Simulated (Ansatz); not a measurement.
# As chain started as a dimerised line: period, moment and channels by functional

Aim: how far do the period, the moment and the conductance of the As chain started as a dimerised line depend on the functional, the datasets and spin-orbit coupling, and at what cost?

Method: DFT PBE, plane waves, PAW; relaxation of a chain's period, in the first sound run; inputs show where later runs differ, in Ansatz 0.2.0.

## (1) Starting point

The cell holds 2 atoms: 2 As. Cell: a = 7.500 Å, b = 7.500 Å, c = 4.522 Å, α = 90.0°, β = 90.0°, γ = 90.0°. Vacuum lies along a and b. The structure's axis is c.

Coordinates:

```cif
data_structure
_symmetry_space_group_name_H-M 'P 1'
_symmetry_Int_Tables_number 1
_cell_length_a 7.5000
_cell_length_b 7.5000
_cell_length_c 4.5220
_cell_angle_alpha 90.000
_cell_angle_beta 90.000
_cell_angle_gamma 90.000
_cell_volume 254.36
loop_
_atom_site_label
_atom_site_type_symbol
_atom_site_fract_x
_atom_site_fract_y
_atom_site_fract_z
_atom_site_occupancy
As1 As 0.50000 0.50000 0.00000 1
As2 As 0.50000 0.50000 0.45000 1
```

## (2) Relaxation of atoms and period, level PBE, cutoff 420 eV

Band widths follow the bond lengths, so the chain is relaxed first. The atoms and the third cell vector are free; the box across stays fixed as vacuum. Moments are seeded so that a magnetic state can form if it lies lower. A Fermi-Dirac smearing is set since the result may be a metal. The pressure printed is a third of the stress's trace over the whole box, vacuum included; only the stress along the axis is relaxed.

input.yaml

```yaml
crystal:
  lattice:
    - [7.5, 0.0, 0.0]
    - [0.0, 7.5, 0.0]
    - [0.0, 0.0, 4.522]
  atoms:
    - { symbol: As, position: [0.5, 0.5, 0.0], spin: 0.3 }
    - { symbol: As, position: [0.5, 0.5, 0.45], spin: 0.3 }
magnetization:
  spin_polarized: true
kpoints:
  mp_grid: { grid: [1, 1, 18] }
scf:
  occupations: { method: fermi_dirac, width: 0.05 }
hamiltonian:
  xc: pbe
relax:
  cell: { fix: [a, b, alpha, beta, gamma] }
  max_steps: 60
```

Command:

```console
> ansatz run input.yaml --threads 4 --pin off --max-ram 8192MiB --backend cpu --events-out ev --progress --plain --runs-dir out
```

Numbers of over 12 decimals in the logs are rounded to 6 here.

What it wrote:

```text
Engine: ansatz 0.2.0, aarch64-unknown-linux-gnu
Pseudopotentials: kind: paw
Pseudopotential: As, paw, valence charge 15, recommended cutoff 420 eV (normal), As.paw.azcp
Functional definition: PBE
  parameter kappa = 0.804
  parameter beta = 0.066725
  exchange = pbe_x(kappa = kappa, mu = beta*pi^2/3)
  correlation = pbe_c(beta = beta)
Crystal: 2 atoms, lattice volume = 254.363 Å³
Basis set: ecut = 420 eV, 5023 PW (Γ), exchange–correlation on 108×108×64 points (8 copies of the dense FFT grid, shifted against one another)
Bands: 20, of which v1, the nominal top of the filled ones, is band 15 counted from 1 (14 counted from 0)
Symmetry: 16 space group operations
Space group: P4/mmm (ITA 123), of the structure as read, at distance tolerance 6.3e-5 Å
Magnetic group: BNS 123.339 (UNI 999), of the structure as read, at distance tolerance 6.3e-5 Å
k-points: 10 of 18
Non-local potential: As, projectors of the file, l = 0: 2, l = 1: 2, l = 2: 3, l = 3: 1
PAW form: soft (Blöchl's): semilocal exchange-correlation on the pseudo side does not see the compensation charge
PAW one-centre angular grid: As, 590 points (default); XC on 64 Gauss nodes
Initial density: superposition of atomic densities (neutral atoms: chi_scale 0, normalization atom)
Starting moments: Σ|m| = 0.6 μB on 2 of 2 sites
Initial wavefunctions: pseudopotential atomic-orbital guess
Functional: x = pbe(κ = 0.804, μ = 0.219515), c = pbe(β = 0.066725)
iter 1 solved again at ethr=1.79e-3 eV; its pass at ethr=3.10e-3 eV (dr2=5.38e-1 eV) is discarded
SCF iter   1: F=—  HF=-9709.761813 eV  |F-HF|=—  |Δ(HF+E_count)|=         —  Δρ=1.12e-2 (↑1.11e-2 ↓1.12e-2)  dr2=5.49e-1  dr2_m=2.22e-1  M=0.084 μB ∫|m|=0.085 μB  β_m=0.30  ethr=1.79e-3  ⟨swp⟩=1.0  Hψ=2553  notcnv=0
preconditioner: auto → Resta (q_TF=auto, 1.911 Å⁻¹)  ε∞=1.7  [insulator: Δε(μ)=0.182 eV  Ē_g=7.766 eV  σ=0.050 eV  W_gap=0.56  n_scr=38 (ndim 8)  ℏωp=6.6 eV  f_vac=0.683  D(μ)=1.81/eV (n_scr^D=4)  ε∞_Penn≈1.7  vacuum switching on, ρ_ref=4.4e-3 e/Å³]
spin=Collinear: Resta preconditioning applied to the charge; magnetization (m = ρ↑ − ρ↓) channel mixes plain (no charge-response kernel on spin).
SCF iter   2: F=—  HF=-9709.642130 eV  |F-HF|=—  |Δ(HF+E_count)|=   1.20e-1  Δρ=7.74e-3 (↑7.74e-3 ↓7.53e-3)  dr2=1.89e-1  dr2_m=1.10e-1  M=0.070 μB ∫|m|=0.072 μB  β_m=0.30  ethr=1.79e-3  ⟨swp⟩=2.5  Hψ=545  notcnv=0
SCF iter   3: F=—  HF=-9709.589196 eV  |F-HF|=—  |Δ(HF+E_count)|=   5.29e-2  Δρ=5.08e-3 (↑5.08e-3 ↓4.75e-3)  dr2=1.09e-2  dr2_m=5.45e-2  M=0.061 μB ∫|m|=0.062 μB  β_m=0.30  ethr=6.31e-4  ⟨swp⟩=3.2  Hψ=744  notcnv=0
SCF iter   4: F=—  HF=-9709.590079 eV  |F-HF|=—  |Δ(HF+E_count)|=   8.83e-4  Δρ=3.44e-3 (↑3.39e-3 ↓3.44e-3)  dr2=1.22e-3  dr2_m=2.70e-2  M=0.053 μB ∫|m|=0.055 μB  β_m=0.30  ethr=3.65e-5  ⟨swp⟩=2.9  Hψ=804  notcnv=0
SCF iter   5: F=—  HF=-9709.591810 eV  |F-HF|=—  |Δ(HF+E_count)|=   1.73e-3  Δρ=2.41e-3 (↑2.39e-3 ↓2.41e-3)  dr2=2.05e-4  dr2_m=1.34e-2  M=0.046 μB ∫|m|=0.048 μB  β_m=0.30  ethr=4.08e-6  ⟨swp⟩=2.0  Hψ=522  notcnv=0
SCF iter   6: F=—  HF=-9709.592832 eV  |F-HF|=—  |Δ(HF+E_count)|=   1.02e-3  Δρ=1.70e-3 (↑1.70e-3 ↓1.68e-3)  dr2=9.06e-6  dr2_m=6.66e-3  M=0.040 μB ∫|m|=0.042 μB  β_m=0.30  ethr=6.82e-7  ⟨swp⟩=2.1  Hψ=690  notcnv=0
SCF iter   7: F=—  HF=-9709.593324 eV  |F-HF|=—  |Δ(HF+E_count)|=   4.92e-4  Δρ=1.19e-3 (↑1.19e-3 ↓1.19e-3)  dr2=7.47e-7  dr2_m=3.32e-3  M=0.035 μB ∫|m|=0.037 μB  β_m=0.30  ethr=3.02e-8  ⟨swp⟩=2.5  Hψ=706  notcnv=0
Mixer restart at iter 7: flushing history
spin-set hold released at iteration 7 (site moments contracting): the magnetisation degrees of freedom join the quasi-Newton model from the next iteration; the mixer history was flushed
SCF iter   8: F=—  HF=-9709.593611 eV  |F-HF|=—  |Δ(HF+E_count)|=   2.87e-4  Δρ=8.44e-4 (↑8.44e-4 ↓8.44e-4)  dr2=4.35e-7  dr2_m=1.66e-3  M=0.031 μB ∫|m|=0.032 μB  β_m=0.65  ethr=2.49e-9  ⟨swp⟩=2.0  Hψ=704  notcnv=0
SCF iter   9: F=—  HF=-9709.593980 eV  |F-HF|=—  |Δ(HF+E_count)|=   3.69e-4  Δρ=5.71e-5 (↑5.71e-5 ↓5.70e-5)  dr2=6.23e-8  dr2_m=7.58e-6  M=0.015 μB ∫|m|=0.016 μB  β_m=0.82  ethr=1.45e-9  ⟨swp⟩=3.0  Hψ=976  notcnv=0
SCF iter  10: F=—  HF=-9709.594023 eV  |F-HF|=—  |Δ(HF+E_count)|=   4.30e-5  Δρ=3.70e-5 (↑3.70e-5 ↓3.66e-5)  dr2=1.77e-8  dr2_m=3.15e-6  M=0.010 μB ∫|m|=0.011 μB  β_m=0.91  ethr=2.08e-10  ⟨swp⟩=5.2  Hψ=1488  notcnv=0
SCF iter  11: F=—  HF=-9709.594041 eV  |F-HF|=—  |Δ(HF+E_count)|=   1.86e-5  Δρ=1.31e-5 (↑1.25e-5 ↓1.31e-5)  dr2=1.85e-7  dr2_m=3.54e-7  M=0.004 μB ∫|m|=0.004 μB  β_m=0.79  ethr=5.90e-11  ⟨swp⟩=5.3  Hψ=1501  notcnv=0
SCF iter  12: F=—  HF=-9709.594043 eV  |F-HF|=—  |Δ(HF+E_count)|=   1.74e-6  Δρ=4.37e-6 (↑4.37e-6 ↓4.27e-6)  dr2=4.12e-9  dr2_m=4.31e-8  M=0.001 μB ∫|m|=0.001 μB  β_m=0.89  ethr=5.90e-11  ⟨swp⟩=2.0  Hψ=1561  notcnv=0
SCF iter  13: F=—  HF=-9709.594043 eV  |F-HF|=—  |Δ(HF+E_count)|=   3.37e-7  Δρ=4.77e-7 (↑2.91e-7 ↓4.77e-7)  dr2=7.09e-10  dr2_m=2.91e-10  M=0.000 μB ∫|m|=0.000 μB  β_m=0.84  ethr=1.37e-11  ⟨swp⟩=4.5  Hψ=1208  notcnv=0
SCF iter  14: F=-9709.594043 eV  HF=-9709.594043 eV  |F-HF|=2.00e-11  |Δ(HF+E_count)|=   1.73e-9  Δρ=1.43e-7 (↑1.43e-7 ↓9.23e-8)  dr2=6.64e-11  dr2_m=2.70e-11  M=0.000 μB ∫|m|=0.000 μB  ethr=2.36e-12  ⟨swp⟩=3.0  Hψ=897  notcnv=0
WARN: the starting moments were not kept: the SCF closed with an absolute magnetisation of 2.1e-5 μB, where they sum to 0.6 μB in size (2 sites). That is at most 0.1 of that sum. Measured as dr2_m measures the in/out step, that magnetisation stands 3.0e-11 eV from none, at or under the dr2_threshold of 1.0e-7 eV: it is no larger than a step whose dr2_m would equal this threshold. The system may hold no moment; this S [...]
SCF 1 converged in 14 iterations: F = -9709.594043 eV  dr2 = 6.64e-11
  greatest PAW one-centre occupation: 0.999 electrons in one spin orbital (limit 2), on the As atom at site 1 (counted from 0), in its partial waves of l = 2
relax step   1: F+E_penalty+E_count = -9709.59404318 eV  Δ(F+E_penalty+E_count) = +0.000e0 eV  max|allowed force component| = 4.078e0 eV/Å  Δτ_max = 0.0000 Å  P = +2.548 GPa  Ω = 254.363 Å³  fix = [a, b, alpha, beta, gamma]  reactions: a +0.118, b +0.118 GPa  (14 SCF iters, dr2 threshold 1.00e-7 eV, accepted)
Crystal: 2 atoms, lattice volume = 266.771 Å³
Basis set: ecut = 420 eV, 5223 PW (Γ), exchange–correlation on 108×108×64 points (8 copies of the dense FFT grid, shifted against one another)
Initial density: handed on by an earlier stage of this run
Starting moments: Σ|m| = 0.6 μB on 2 of 2 sites; this step starts from the density that it was given
[...]
SCF iter   6: F=-9710.060794 eV  HF=-9710.060794 eV  |F-HF|=1.62e-9  |Δ(HF+E_count)|=   1.92e-9  Δρ=6.31e-7 (↑6.31e-7 ↓5.52e-7)  dr2=4.35e-10  dr2_m=6.65e-10  M=0.000 μB ∫|m|=0.000 μB  β_m=0.79  ethr=1.70e-11  ⟨swp⟩=1.3  Hψ=1188  notcnv=0
iter 7 did not close the SCF: its close was put off for a magnetic moment that had not settled (scf_convergence_deferred on its scf_iter line)
SCF iter   7: F=-9710.060794 eV  HF=-9710.060794 eV  |F-HF|=2.78e-10  |Δ(HF+E_count)|=   2.24e-9  Δρ=2.18e-7 (↑2.18e-7 ↓2.14e-7)  dr2=7.81e-12  dr2_m=1.11e-10  M=0.000 μB ∫|m|=0.000 μB  β_m=0.90  ethr=1.45e-12  ⟨swp⟩=1.0  Hψ=1239  notcnv=0
SCF iter   8: F=-9710.060794 eV  HF=-9710.060794 eV  |F-HF|=3.09e-11  |Δ(HF+E_count)|=  5.00e-10  Δρ=7.64e-8 (↑7.64e-8 ↓7.52e-8)  dr2=9.10e-13  dr2_m=1.38e-11  M=0.000 μB ∫|m|=0.000 μB  ethr=1.00e-12  ⟨swp⟩=1.0  Hψ=980  notcnv=0
the starting moments were not kept: the SCF closed with an absolute magnetisation of 1.5e-5 μB, where they sum to 0.6 μB in size (2 sites). That is at most 0.1 of that sum. Measured as dr2_m measures the in/out step, that magnetisation stands 1.6e-11 eV from none, at or under the dr2_threshold of 2.0e-7 eV: it is no larger than a step whose dr2_m would equal this threshold.
SCF 3 converged in 8 iterations: F = -9710.060794 eV  dr2 = 9.10e-13
relax step   3: F+E_penalty+E_count = -9710.06079402 eV  Δ(F+E_penalty+E_count) = -7.315e-3 eV  max|allowed force component| = 2.633e-1 eV/Å  Δτ_max = 0.0087 Å  P = +0.026 GPa  Ω = 265.586 Å³  energy of the carried Pulay correction = -2.750e-4 eV  fix = [a, b, alpha, beta, gamma]  reactions: a +0.127, b +0.127 GPa  (8 SCF iters, dr2 threshold 2.00e-7 eV, accepted)
[...]
relax step   4: F+E_penalty+E_count = -9710.07056250 eV  Δ(F+E_penalty+E_count) = -9.768e-3 eV  max|allowed force component| = 1.091e-1 eV/Å  Δτ_max = 0.0287 Å  P = +0.202 GPa  Ω = 262.773 Å³  energy of the carried Pulay correction = -2.072e-4 eV  fix = [a, b, alpha, beta, gamma]  reactions: a +0.127, b +0.127 GPa  (8 SCF iters, dr2 threshold 2.00e-7 eV, accepted)
[...]
relax step   5: F+E_penalty+E_count = -9710.07281407 eV  Δ(F+E_penalty+E_count) = -2.252e-3 eV  max|allowed force component| = 1.297e-2 eV/Å  Δτ_max = 0.0149 Å  P = +0.048 GPa  Ω = 264.235 Å³  energy of the carried Pulay correction = -2.425e-4 eV  fix = [a, b, alpha, beta, gamma]  reactions: a +0.128, b +0.128 GPa  (7 SCF iters, dr2 threshold 2.00e-7 eV, accepted)
[...]
relax step   6: F+E_penalty+E_count = -9710.07298785 eV  Δ(F+E_penalty+E_count) = -1.738e-4 eV  max|allowed force component| = 8.279e-4 eV/Å  Δτ_max = 0.0021 Å  P = +0.086 GPa  Ω = 263.848 Å³  energy of the carried Pulay correction = -2.332e-4 eV  fix = [a, b, alpha, beta, gamma]  reactions: a +0.128, b +0.128 GPa  (7 SCF iters, dr2 threshold 3.16e-8 eV, accepted)
Initial wavefunctions: pseudopotential atomic-orbital guess (no wavefunctions were taken with the density)
iter 1 solved again at ethr=8.75e-8 eV; its pass at ethr=3.10e-3 eV (dr2=2.62e-5 eV) is discarded
SCF iter   1: F=—  HF=-9710.073209 eV  |F-HF|=—  |Δ(HF+E_count)|=         —  Δρ=8.74e-6 (↑8.74e-6 ↓8.74e-6)  dr2=7.41e-8  dr2_m=1.02e-12  M=0.000 μB ∫|m|=0.000 μB  β_m=0.30  ethr=8.75e-8  ⟨swp⟩=3.2  Hψ=2972  notcnv=0
preconditioner: auto → Resta (q_TF=auto, 1.899 Å⁻¹)  ε∞=1.7  [insulator: Δε(μ)=0.399 eV  Ē_g=8.917 eV  σ=0.050 eV  W_gap=0.77  n_scr=38 (ndim 8)  ℏωp=7.2 eV  f_vac=0.698  D(μ)=1.76/eV (n_scr^D=4)  ε∞_Penn≈1.7  vacuum switching on, ρ_ref=5.8e-3 e/Å³]
spin=Collinear: Resta preconditioning applied to the charge; magnetization (m = ρ↑ − ρ↓) channel mixes plain (no charge-response kernel on spin).
SCF iter   2: F=—  HF=-9710.073201 eV  |F-HF|=—  |Δ(HF+E_count)|=   8.20e-6  Δρ=6.35e-6 (↑6.35e-6 ↓6.35e-6)  dr2=5.00e-8  dr2_m=6.84e-13  M=0.000 μB ∫|m|=0.000 μB  β_m=0.48  ethr=2.47e-10  ⟨swp⟩=2.0  Hψ=702  notcnv=0
SCF iter   3: F=—  HF=-9710.073222 eV  |F-HF|=—  |Δ(HF+E_count)|=   2.11e-5  Δρ=1.94e-6 (↑1.94e-6 ↓1.94e-6)  dr2=5.87e-9  dr2_m=1.75e-13  M=0.000 μB ∫|m|=0.000 μB  β_m=0.59  ethr=1.67e-10  ⟨swp⟩=2.0  Hψ=706  notcnv=0
SCF iter   4: F=—  HF=-9710.073223 eV  |F-HF|=—  |Δ(HF+E_count)|=   6.53e-7  Δρ=1.61e-7 (↑1.61e-7 ↓1.59e-7)  dr2=9.52e-11  dr2_m=2.79e-14  M=0.000 μB ∫|m|=0.000 μB  β_m=0.71  ethr=1.96e-11  ⟨swp⟩=2.0  Hψ=506  notcnv=0
SCF iter   5: F=-9710.073225 eV  HF=-9710.073225 eV  |F-HF|=2.66e-10  |Δ(HF+E_count)|=   2.08e-6  Δρ=2.26e-8 (↑2.26e-8 ↓2.11e-8)  dr2=6.94e-12  dr2_m=5.50e-15  M=0.000 μB ∫|m|=0.000 μB  ethr=1.00e-12  ⟨swp⟩=6.2  Hψ=1582  notcnv=0
the starting moments were not kept: the SCF closed with an absolute magnetisation of 1.8e-7 μB, where they sum to 0.6 μB in size (2 sites). That is at most 0.1 of that sum. Measured as dr2_m measures the in/out step, that magnetisation stands 2.6e-15 eV from none, at or under the dr2_threshold of 2.0e-11 eV: it is no larger than a step whose dr2_m would equal this threshold.
SCF 7 converged in 5 iterations: F = -9710.073225 eV  dr2 = 6.94e-12
relax step   7: F+E_penalty+E_count = -9710.07322500 eV  Δ(F+E_penalty+E_count) = -2.372e-4 eV  max|allowed force component| = 8.277e-4 eV/Å  Δτ_max = 0.0000 Å  P = +0.086 GPa  Ω = 263.848 Å³  fix = [a, b, alpha, beta, gamma]  reactions: a +0.128, b +0.128 GPa  stress off target by 2.77e-3 GPa on what of the cell is left free  SCF on the basis re-selected at this cell (its energy is not comparable with the rows above)  (5 SCF iters)
basis re-selected at this cell: Δ(F+E_penalty+E_count) = -2.372e-4 eV, ΔP = +0.001 GPa vs the last step (what re-selecting the basis moved, of the pressure what is left beyond the Pulay correction that the steps carried, after the strain that the cell walked since its last selection, with what the two solves' SCF thresholds leave and, on support functions, any second-order correction that the steps lacked; it is no m [...]
SCF converged after 5 iterations
Magnetization: 0.0000 μB (15.0000 up, 15.0000 down)
Absolute magnetization: 0.0000 μB (∫|ρ↑−ρ↓|, with the PAW one-centre terms)
Spin contamination: 0.0000 ħ² per cell (⟨S²⟩ above its minimum at these occupations)
Per-site moments (μB) at R_I (Å): [(3.218483299509219e-8, 0.967334), (3.218483306668093e-8, 0.967334)]
Free energy (F): -9710.073225 eV
Harris-Foulkes:  -9710.073225 eV  (|F-HF|=2.66e-10)
Internal energy: -9710.059142 eV  (E = F + TS)
E sigma→0 (E₀):  -9710.066183 eV
Entropy (-TS):   -0.014083 eV (-7.042 meV/atom)
Fermi energy:    -2.785585 eV
--- Per-component energies (eV) ---
  E_band       = -841.659758
  E_kinetic    = 202.105283
  E_local      = -8019.008759  (includes V_loc(G=0)·N_el)
  E_nonlocal   = -1341.865967
  E_hartree    = 4002.287930
  E_xc         = -155.598357
  E_vxc        = -154.319277  (∫ρ·V_xc dr)
  E_paw        = -3668.627764  (= ΣΔE_a)
  E_vpaw       = 466.852810  (= ΣTr[D̂ρ^β])
  E_aug_tail   = 0.000018  (compensation charges beyond the density's cutoff)
  E_ewald      = -729.351525
  E_smearing   = -0.014083  (= −TS)
  E_closure    = 0.000000  (closes the sum)
  Σ components = -9710.073225   (vs F -9710.073225, Δ=0.00e0)
--- Forces (eV/Å), atoms counted from 1 ---
  atom   1  As    -0.00000000    -0.00000000     0.00082768
  atom   2  As     0.00000000     0.00000000    -0.00082768
  max |Σ_I F_I| component: 1.08e-19 eV/Å
--- Stress (GPa, compression-positive) ---
        0.128023       0.000000      -0.000000
        0.000000       0.128023      -0.000000
       -0.000000      -0.000000       0.002769
  P = ⅓ Tr σ = 0.0863 GPa (0.863 kbar)
--- Relaxed structure (6 steps of the walk, 6 accepted, 1 SCFs on fresh bases) ---
  F+E_penalty+E_count = -9710.07322500 eV   max|allowed force component| = 8.277e-4 eV/Å   (the final SCF, on the basis selected at the relaxed cell)
  cell:  # Å, volume = 263.8481 Å³
    - [7.5, 0, 0]
    - [0, 7.5, 0]
    - [0, 0, 4.690633]
  atoms:
    - { symbol: As, position: [0.5, 0.5, -0.025028] }
    - { symbol: As, position: [0.5, 0.5, 0.475028] }
```

It took 14 s on 4 threads of Arm Neoverse V1, shared host; peak memory 0.54 GiB; 52 s of CPU time.

The steps of the relaxation:

| step | energy less that of the first step (eV) | largest force component (eV/Å) | pressure (GPa) | volume (Å³) |
| --- | --- | --- | --- | --- |
| 1 | 0.0000 | 4.0775 | 2.55 | 254.36 |
| 2 | -0.4594 | 0.2972 | -0.05 | 266.77 |
| 3 | -0.4668 | 0.2633 | 0.03 | 265.59 |
| 4 | -0.4765 | 0.1091 | 0.20 | 262.77 |
| 5 | -0.4788 | 0.0130 | 0.05 | 264.24 |
| 6 | -0.4789 | 0.0008 | 0.09 | 263.85 |
| 7* | -0.4792 | 0.0008 | 0.09 | 263.85 |

Relaxation steps marked * repeat the geometry before them on a plane-wave basis chosen anew for their cell, so energy and pressure can jump there.

Forces are held to the 16 operations that the run works with; a distortion that breaks them can't arise in this run.

| cell as run | before | after | change |
| --- | --- | --- | --- |
| c (Å) | 4.522 | 4.691 | +3.7 % |

The atoms that moved most (Å, along periodic axes as changes of fractional coordinates times the final cell, across vacuum about the mean position):

| atom | dx | dy | dz | length |
| --- | --- | --- | --- | --- |
| As1 | 0.000 | 0.000 | -0.117 | 0.117 |
| As2 | 0.000 | 0.000 | 0.117 | 0.117 |

Final coordinates:

```
As
1.0
     7.50000    0.00000    0.00000
     0.00000    7.50000    0.00000
     0.00000    0.00000    4.69063
As
2
Direct
  0.50000 0.50000 0.97497
  0.50000 0.50000 0.47503
```

This step gave:

```
energy at zero smearing    : -9710.0662 eV
cell length along the wire : 4.691 Å
```

The cell's length comes to 4.691 Å with no moment. The two atoms stand evenly on a line, so the true period is half of it.

(Continued in part 2 of 4.)

[Logs are printed without paths, hosts, clocks, repeated set-up lines and the standing remarks that a program may print on its own settings, such as how far it seeks lower states.]

[Hosts, paths, dates, database ids (printed as entryN), source tags and the programs' standing remarks are cut or masked in the printed files.]
